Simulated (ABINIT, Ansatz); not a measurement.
**A GW chain in ABINIT: CaGaSiH (P3m1)**

Aim: the G0W0 gap of CaGaSiH (P3m1) on LDA, step by step.

Method: LDA and many-body steps on it, plane waves, in ABINIT 10.8.3.

Most raw output is cut from this account.

**1. Starting point**

It takes space group P3m1 (No. 156, trigonal). Conventional cell: a = 4.091 Å, b = 4.091 Å, c = 4.763 Å, α = 90.00°, β = 90.00°, γ = 120.00°. Nearest to Ca lie 3 H at 2.39 Å and 3 Si at 3.14 Å and 3 Ga at 3.17 Å. Ga has 1 H at 1.75 Å and 3 Si at 2.43 Å nearest. Si has 3 Ga at 2.43 Å and 3 Ca at 3.14 Å nearest. H has 1 Ga at 1.75 Å and 3 Ca at 2.39 Å nearest. Farther neighbours are not listed.

The cell and positions come from the Crystallography Open Database and are kept as given unless a step says otherwise.

**2. Ground state**

This step: ABINIT 10.8.3; DFT, LDA, plane waves, norm-conserving pseudopotentials.

The ground-state density comes first.

Contents of run.abi:

```
acell 3*1.0 Angstrom
rprim 
  4.091099999987 0.000000000003 0.000000000000
  -2.045549999996 3.542996529410 0.000000000000
  0.000000000000 0.000000000000 4.762800000000
ntypat 4
znucl 20 31 14 1
natom 4
typat 1 2 3 4
xred 
  0.333333333333 0.666666666667 0.000000000000
  -0.000000000000 0.000000000000 0.556800000000
  0.666666666667 0.333333333333 0.433700000000
  -0.000000000000 0.000000000000 0.925000000000
pp_dirpath "pseudos"
pseudos "Ca.upf, Ga.upf, Si.upf, H.upf"
ecut 45
ngkpt 6 6 4
nshiftk 1
shiftk 0 0 0
kptopt 1
chksymbreak 0
nband 24
occopt 1
tolvrs 1e-10
nstep 60
prtwf 0
optforces 0
optstress 0
indata_prefix "in"
outdata_prefix "out"
tmpdata_prefix "tmp"
```

Command:

```
OMP_NUM_THREADS=1 mpirun -n 4 abinit run.abi > log
```

Wall time 54 s (4 MPI ranks of Arm Neoverse V1, shared host); peak memory 0.42 GiB.

Numbers from this step:

```
total energy               : -7932.5262 eV
gap                        : 0.1121 eV
k of the valence top       : 0, 0, 0.5
k of the conduction bottom : 0.5, 0, 0
least direct gap           : 1.210 eV
```

The gap is indirect, with the least direct gap 1.10 eV higher.

**3. Empty states on the mesh, 3×3×2 mesh, 142 bands**

The sums over transitions need many empty states on a uniform mesh; this step solves for them.

run.abi, as its differences from that of step 2:

```diff
@@ -17,3 +17,3 @@
 ecut 45
-ngkpt 6 6 4
+ngkpt 3 3 2
 nshiftk 1
@@ -22,9 +22,10 @@
 chksymbreak 0
-nband 24
-occopt 1
-tolvrs 1e-10
+iscf -2
+irdden 1
+istwfk *1
+nband 142
+nbdbuf 12
+tolwfr 1e-09
 nstep 60
-prtwf 0
-optforces 0
-optstress 0
+prtvol 0
 indata_prefix "in"
```

Elapsed: 71 s, on 4 MPI ranks; peak memory 0.4 GiB; 4.7 min of CPU time.

This step gave:

| Quantity | Value |
| --- | --- |
| gap | 0.3078 eV |
| k of the valence top | 0, 0, 0.5 |
| k of the conduction bottom | 0.3333, 0.3333, 0 |
| least direct gap | 1.210 eV |
| k points computed | 6 |
| lowest point of the top converged band, above the valence top | 68.0701 eV |

On this mesh the gap is 0.308 eV. The earlier step found 0.112 eV, so this mesh misses an edge.

**4. Screening, 3×3×2 mesh, 130 bands, screening to 176.9 eV**

The RPA dielectric matrix is built and inverted for each q.

This step: RPA screening on LDA, plane waves, norm-conserving pseudopotentials.

run.abi, as its differences from that of step 3:

```diff
@@ -22,10 +22,11 @@
 chksymbreak 0
-iscf -2
-irdden 1
 istwfk *1
-nband 142
-nbdbuf 12
-tolwfr 1e-09
-nstep 60
-prtvol 0
+occopt 1
+irdwfk 1
+optdriver 3
+nband 130
+ecuteps 6.5
+inclvkb 2
+awtr 1
+symchi 1
 indata_prefix "in"
```

Wall time 36 s (4 MPI ranks); peak memory 1 GiB; 2.4 min of CPU time.

This step gave:

```
ε∞ with local fields, on this mesh, along the program's q direction : 35.89
the same without local fields                                       : 39.71
plasma frequency                                                    : 26.81 eV
plane waves in the screening matrix                                 : 365
```

Local fields lower ε∞ by 10 %. On a Γ-centred mesh this coarse the value itself is usually too large, while a short band sum pulls it down.

**5. Self-energy, 3×3×2 mesh, 130 bands, screening to 176.9 eV**

The self-energy is evaluated for the states that the input lists, and the levels follow from it, in one-shot runs by the linearised quasiparticle equation.

This step: G0W0 on LDA, plane waves, norm-conserving pseudopotentials.

run.abi, as its differences from that of step 4:

```diff
@@ -25,8 +25,19 @@
 irdwfk 1
-optdriver 3
+optdriver 4
 nband 130
+gwcalctyp 0
+ecutsigx 45
+symsigma 1
+nkptgw 3
+kptgw 
+  0.0000000000 0.0000000000 0.5000000000
+  0.3333333333 0.3333333333 0.0000000000
+  0.0000000000 0.0000000000 0.0000000000
+bdgw 
+  16 21
+  17 20
+  17 21
 ecuteps 6.5
-inclvkb 2
-awtr 1
-symchi 1
+irdscr 1
+ppmodel 1
 indata_prefix "in"
```

It took 25 s on 4 MPI ranks; peak memory 0.96 GiB.

This step gave:

| Property | Result |
| --- | --- |
| G0W0 gap on the points computed | 1.136 eV |
| starting gap on the mesh | 0.3078 eV |
| k of the valence top | 0, 0, 0.5 |
| k of the conduction bottom | 0.3333, 0.3333, 0 |
| Z at the valence top | 0.774 |
| Z at the conduction bottom | 0.785 |
| least direct G0W0 gap on the computed points | 2.018 eV |

The gap on the mesh goes from 0.31 eV to 1.14 eV, a correction of +0.83 eV. The start differs from the 0.11 eV found before because the two sample other k points.

Limits: finite bands, cutoff and mesh; no spin-orbit coupling; coarse k mesh. v1 is the top filled band, c1 the lowest empty one. Levels before and after the correction, in eV, zero at the valence-band top of each column:

```
           conduction bottom  valence top
Kohn-Sham               0.31         0.00
     G0W0               1.14         0.00
```

```
                        level  energy (eV)
Kohn-Sham     (0 0 0.5) v3-v2       -0.351
Kohn-Sham        (0 0 0.5) v1        0.000
Kohn-Sham        (0 0 0.5) c1        1.210
Kohn-Sham     (0 0 0.5) c2-c3        1.258
Kohn-Sham  (0.333 0.333 0) v2       -3.041
Kohn-Sham  (0.333 0.333 0) v1       -1.023
Kohn-Sham  (0.333 0.333 0) c1        0.308
Kohn-Sham  (0.333 0.333 0) c2        2.013
     G0W0     (0 0 0.5) v3-v2       -0.294
     G0W0        (0 0 0.5) v1        0.000
     G0W0        (0 0 0.5) c1        2.018
     G0W0     (0 0 0.5) c2-c3        2.341
     G0W0  (0.333 0.333 0) v2       -3.002
     G0W0  (0.333 0.333 0) v1       -0.884
     G0W0  (0.333 0.333 0) c1        1.136
     G0W0  (0.333 0.333 0) c2        2.935
```

**6. Where the time went**

Times are wall times on 4 MPI ranks of Arm Neoverse V1, shared host, good to a factor of about two.

```
                    step  time  share  memory (GiB)
            ground state  54 s   29 %          0.42
empty states on the mesh  71 s   38 %           0.4
               screening  36 s   19 %             1
             self-energy  25 s   14 %          0.96
```

**7. Summary of results**

```yaml
lda_gap: 0.11 eV, indirect
g0w0_gap_on_the_mesh: 1.14 eV
g0w0_gap_over_the_zone_rigid_shift: 0.94 eV
gw_settings: 3×3×2 mesh, 130 bands, screening to 176.9 eV, Godby-Needs plasmon pole
known_limits: not at the basis limit; mesh may overstate the screening; no spin-orbit coupling; coarse k mesh
```

What this shows: G0W0 moves the gap on the mesh from 0.31 eV to 1.14 eV (+0.83 eV), with Z of 0.77 and 0.79 at the edges. The mesh misses the band edges by 0.20 eV in all; a rigid shift gives 0.94 eV for the zone. Local fields lower the RPA ε∞ on this mesh from 39.71 to 35.89; a Γ-centred mesh this coarse tends to raise both, most where the direct gap is narrow, while a short band sum lowers them. Only 3 of the mesh's irreducible points were corrected, so a valley elsewhere could overtake. Bands and cutoff are finite, so the gap is not at the basis limit. The miss can reach some tenths of an eV and take either sign; the mesh is an error of its own. In the G0W0 run levels were corrected at 3 k points alone, so a gap called «on the mesh» is the least over those, and an edge elsewhere would be missed. A denser mesh or path gives a starting gap of 0.11 eV: the GW mesh misses a band edge, so its gaps are not the fundamental one. The 3×3×2 mesh is coarse for this cell, which bears on the long-range parts of exchange and screening. The RPA ε∞ on this mesh reaches over 25; with a narrow direct gap a coarse mesh can overstate it, and the correction is then too small. The many-body steps are scalar-relativistic: spin-orbit coupling is not in them.

[Paths, hosts, dates, memory and timing lines, banners, echoed tables and standing remarks are left out of the program output.]

[Logs are printed without paths, hosts, clocks, repeated set-up lines and the standing remarks that a program may print on its own settings, such as how far it seeks lower states.]

[Runs of the session that timed out or met a known fault of the program may be left out.]

[Hosts, paths, dates, database ids (printed as entryN), source tags and the programs' standing remarks are cut or masked in the printed files.]

[G0W0 gaps are taken among the corrected bands and points alone; a level outside them can change the order at an edge.]

[Where Ansatz stands beside ABINIT at settings called matched, ABINIT's density can come from a denser mesh and the files from another edition; pairs whose starting gaps differed by over 0.03 eV were left out, so agreement reads better than it is.]
